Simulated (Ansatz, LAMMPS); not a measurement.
# Energy and forces of liquid Cu47Zr53 (at. %) at 1980 K (62 atoms), part 2 of 2

Aim: energy, forces and density of states of liquid Cu47Zr53 (at. %) at 1980 K (62 atoms) at a fixed geometry.

Ansatz 0.2.0; Kohn-Sham DFT, PBE, PAW (set soft_2), plane waves.

The cell: 29 Cu and 33 Zr. The network of bonds at the start is that of the classical potential that made the cell.

So far. Step 3 (Plane-wave single point): The stored curve holds about 450 of the 947 electrons; the rest, give or take the few that broadening carries across the Fermi level, lie in deeper levels below its range.

## 3. Plane-wave single point (continued)

Electrostatic potential energy in the ac plane at fractional y = 0.184, with atoms of Cu and Zr within 0.2 Å of it. With pseudopotentials it is smooth inside the atoms' cores, unlike the true potential.

Ten even steps from '_' (-44 eV) to '@' (16 eV), each cell a mean:
```
****##@@@@%%%%%%%%%%##++++##@@@@@@@@%%%%%%@@@@@@@@@@@@@@@@%%
****%%@@%%##****##%%@@@@@@@@@@@@@@@@@@@@@@@@@@@@@@@@@@@@@@%%
%%%%@@@@%%##****##%%@@@@@@@@@@@@@@@@@@@@@@@@@@@@@@@@@@@@@@@@
@@@@@@@@@@%%####%%@@@@@@@@@@%%%%%%@@@@@@@@@@@@@@@@@@@@@@@@@@
@@@@@@@@@@@@@@@@@@@@@@@@@@@@%%%%%%@@@@@@@@%%%%@@@@@@@@%%%%@@
@@@@@@@@@@@@@@@@@@@@@@@@@@@@@@@@@@@@@@@@##====**%%%%**====**
%%@@@@@@@@@@@@@@@@@@@@@@@@@@@@@@@@@@@@@@++....==####::____::
%%@@@@@@@@@@@@@@@@@@@@@@@@@@@@@@@@@@@@@@**----++%%##::____--
@@@@%%%%%%@@@@@@@@@@@@@@@@@@@@@@@@@@@@@@@@%%%%@@@@@@##++++##
@@@@%%%%%%@@@@@@##++++##@@@@@@%%##%%@@@@@@@@@@@@@@@@@@@@@@@@
@@@@@@@@@@@@@@%%++....==%%@@%%++::::**@@@@@@@@@@%%##%%%%@@@@
@@@@@@@@@@@@@@@@**::::++%%@@%%--____==%%@@@@@@%%**==++##%%@@
@@@@%%**++**%%@@%%####%%@@@@%%++----**@@@@@@%%##++::--**%%@@
@@@@**..__..++%%@@@@@@@@@@@@@@@@%%%%@@@@@@@@@@%%**++++##%%@@
@@@@++..____==%%@@@@@@@@@@@@@@@@@@@@%%%%@@@@@@@@%%%%%%%%@@@@
@@@@##==::==##@@@@@@@@@@@@@@@@@@%%##++++##%%@@@@@@@@@@@@@@@@
@@@@%%%%##%%@@@@@@@@####%%@@@@%%**::____::**%%@@@@@@@@@@@@@@
@@%%**====++%%@@@@%%****##@@@@%%++________++%%@@@@@@@@@@@@@@
%%##--____..++%%@@@@%%%%%%@@@@@@##--____::**%%@@%%%%%%%%@@@@
%%**::______++%%@@@@@@@@@@@@@@@@%%##****##%%@@%%**--::==##%%
%%%%++::..--##%%@@@@@@%%%%@@@@@@@@@@@@@@@@@@@@##::______==%%
@@@@%%####%%%%@@@@@@**----**%%@@@@@@@@@@@@@@@@##--______==%%
@@@@@@@@@@@@@@@@@@%%::____::##@@@@@@@@%%@@@@@@%%**--::==##%%
%%%%@@@@@@@@@@@@@@%%--____--##@@@@@@%%%%%%@@@@@@%%%%##%%%%%%
```
Columns run along a (10.8 Å; values clipped at the 3rd and 97th percentile), rows up along c (10.8 Å). Atoms in or near the plane, at fractional coordinates: Cu at (0.39, 0.04), Cu at (0.92, 0.70), Cu at (0.14, 0.40), Zr at (0.63, 0.26), Zr at (0.87, 0.12).

Valence density in the ac plane at fractional y = 0.184, with atoms of Cu and Zr within 0.2 Å of it. It is the smooth field of the valence electrons, not physical close to the nuclei.

Ten steps, logarithmic in the rise over the least value, from '0' (0 e/Å³) to '9' (40 e/Å³), each cell a mean:
```
221100111123320000010000000001
221101221000000000000000000001
110001221000000000000000000000
000000110000000000000000000000
000000000000000000000111000110
000000000000000000002442113552
100000000000000000013664126995
100000000000000000002453125985
100000000000000000000111012332
000000001332000111000000000110
000000013664101365300000011000
000000013553101587410000232100
001232111121001354200001233200
003697310000000011000000222100
003798410000000000000000010000
001454200000000001221000000000
000111000112100024454200000000
001332100122100024544200000000
013454200011100013443100011000
024554210000000001221000233310
012443100001100000000001355431
001111000135531000000001355431
000000000159962000000001234310
111000000158851000000000011111
```
Columns run along a (10.8 Å), rows up along c (10.8 Å). Atoms in or near the plane, at fractional coordinates: Cu at (0.39, 0.04), Cu at (0.92, 0.70), Cu at (0.14, 0.40), Zr at (0.63, 0.26), Zr at (0.87, 0.12).

Within 0.4 eV of the Fermi level the largest share is Zr d (82 % of the projected weight).

## 4. Local order

These statistics describe the geometry on which the runs were made.

Density 6.46 g/cm³, 20.13 Å³ an atom.

Pair distribution functions g(r), in bins of 0.1 Å:

```csv
r (Å),total,Zr-Zr,Zr-Cu,Cu-Cu
1.95,0.00,0.00,0.00,0.00
2.05,0.25,0.00,0.00,1.12
2.15,0.22,0.00,0.22,0.50
2.25,0.51,0.00,0.61,0.93
2.35,0.19,0.00,0.19,0.44
2.45,1.03,0.30,1.20,1.57
2.55,0.79,0.00,0.80,1.81
2.65,1.78,0.00,2.53,2.37
2.75,1.99,0.47,2.77,2.18
2.85,2.04,0.67,2.57,2.62
2.95,2.56,2.52,3.36,0.80
3.05,2.05,2.55,2.56,0.25
3.15,1.51,2.56,1.47,0.23
3.25,1.32,1.91,1.28,0.68
3.35,1.42,2.28,1.56,0.00
3.45,0.78,1.22,0.61,0.59
3.55,0.57,1.16,0.33,0.38
3.65,0.78,1.23,0.47,0.89
3.75,0.66,1.17,0.52,0.33
3.85,0.38,0.61,0.21,0.48
3.95,0.90,1.05,0.67,1.22
4.05,0.63,0.45,0.63,0.87
4.15,0.78,1.06,0.43,1.24
4.25,0.63,0.40,0.52,1.18
4.35,0.90,0.77,0.99,0.87
4.45,0.86,0.83,0.89,0.83
4.55,0.93,0.71,0.95,1.15
4.65,0.86,0.59,0.72,1.54
4.75,1.22,0.89,1.01,2.10
4.85,1.19,1.16,1.15,1.31
4.95,0.87,0.59,0.94,1.06
5.05,1.14,0.86,0.98,1.85
5.15,0.99,1.17,1.02,0.71
5.25,0.84,1.06,0.72,0.86
5.35,1.17,1.02,1.53,0.58
```

Bonds by pair of elements; cutoffs follow the first minimum of g(r), held within bounds set by covalent radii, and pairs that aren't listed don't count as bonded (cutoffs were set anew for this text, so counts can differ from the run's own analysis):

```csv
pair A-B,cutoff (Å),bonds,mean length (Å),spread (Å),shortest (Å),B about A,A about B
Zr-Zr,3.83,104,3.28,0.279,2.50,6.30,6.30
Zr-Cu,3.83,193,3.01,0.342,2.16,5.85,6.66
Cu-Cu,3.12,42,2.64,0.248,2.03,2.90,2.90
```

How many atoms have how many bonded neighbours:

```csv
element,mean,7,8,9,10,11,12,13,14,15
Cu,9.55,1,2,9,15,1,1,0,0,0
Zr,12.2,0,0,0,5,4,11,9,2,2
```

Bond length by coordination (bonds to H left out):

```csv
element,coordination,atoms,mean bond length (Å)
Cu,7,1,2.84
Cu,8,2,2.87
Cu,9,9,2.83
Cu,10,15,2.93
Cu,11,1,2.96
Cu,12,1,3.02
Zr,10,5,3.12
Zr,11,4,3.06
Zr,12,11,3.11
Zr,13,9,3.20
Zr,14,2,3.24
Zr,15,2,3.26
```

With the cutoffs above, 52 % of Cu atoms have 10 and 33 % of Zr atoms have 12 bonded neighbours.

A closer look about Cu9, which has 7 bonded neighbours where the commonest count for Cu is 10: 11 atoms, nearest first, numbered in the order of the input, with positions taken from that point.

```csv
atom,x,y,z,distance (Å),bonds,Fx,Fy,Fz (eV/Å)
Cu9,0.00,0.00,0.00,0.00,7,0.20,-0.45,-0.80
Cu1,0.51,2.36,0.60,2.49,10,-3.11,0.22,0.10
Zr50,-1.82,0.69,1.67,2.57,11,-1.06,-0.14,-0.05
Cu2,-1.38,1.56,-1.56,2.60,10,0.42,0.23,0.32
Zr30,2.11,-1.09,-1.42,2.76,13,0.43,-0.13,0.06
Zr39,1.02,0.57,2.57,2.82,12,0.40,1.47,-0.29
Cu21,-1.64,-1.22,-2.00,2.86,9,1.70,-0.36,0.17
Cu10,2.60,1.83,0.45,3.21,10,1.00,-0.54,0.04
Cu14,-1.42,-2.22,2.54,3.66,10,-1.24,0.30,-1.62
Cu29,1.69,-3.08,1.31,3.75,10,0.22,-0.70,-0.58
Zr47,1.80,2.62,-2.03,3.77,13,0.38,-1.89,-0.19
```

The column of bonds counts only the pairs Zr-Zr within 3.83 Å, Zr-Cu within 3.83 Å, Cu-Cu within 3.12 Å; other neighbours, such as metal atoms beside each other in a compound, aren't counted, and periodic images can show an atom twice.

## 5. Outcome

```
free energy per atom       : -5325.4047 eV/atom
pressure                   : -1.739 GPa
r.m.s. force component     : 1.122 eV/Å
wall time of the 1 DFT run : 2.6 min
```

What this shows: 79 levels are partly filled, by over 2 % (on the run's k-points), as in a metal. With the cutoffs above, 52 % of Cu atoms have 10 and 33 % of Zr atoms have 12 bonded neighbours.

Caveats: The force components of 1.1 eV/Å r.m.s. come partly from thermal motion and partly from the difference between the classical potential and DFT. The pressure of -1.7 GPa is that of one thermal frame, in which the classical model's bond lengths enter as well as the volume, without the kinetic term.

[Logs are printed without paths, hosts, clocks, repeated set-up lines and the standing remarks that a program may print on its own settings, such as how far it seeks lower states.]

[Hosts, paths, dates, database ids (printed as entryN), source tags and the programs' standing remarks are cut or masked in the printed files.]
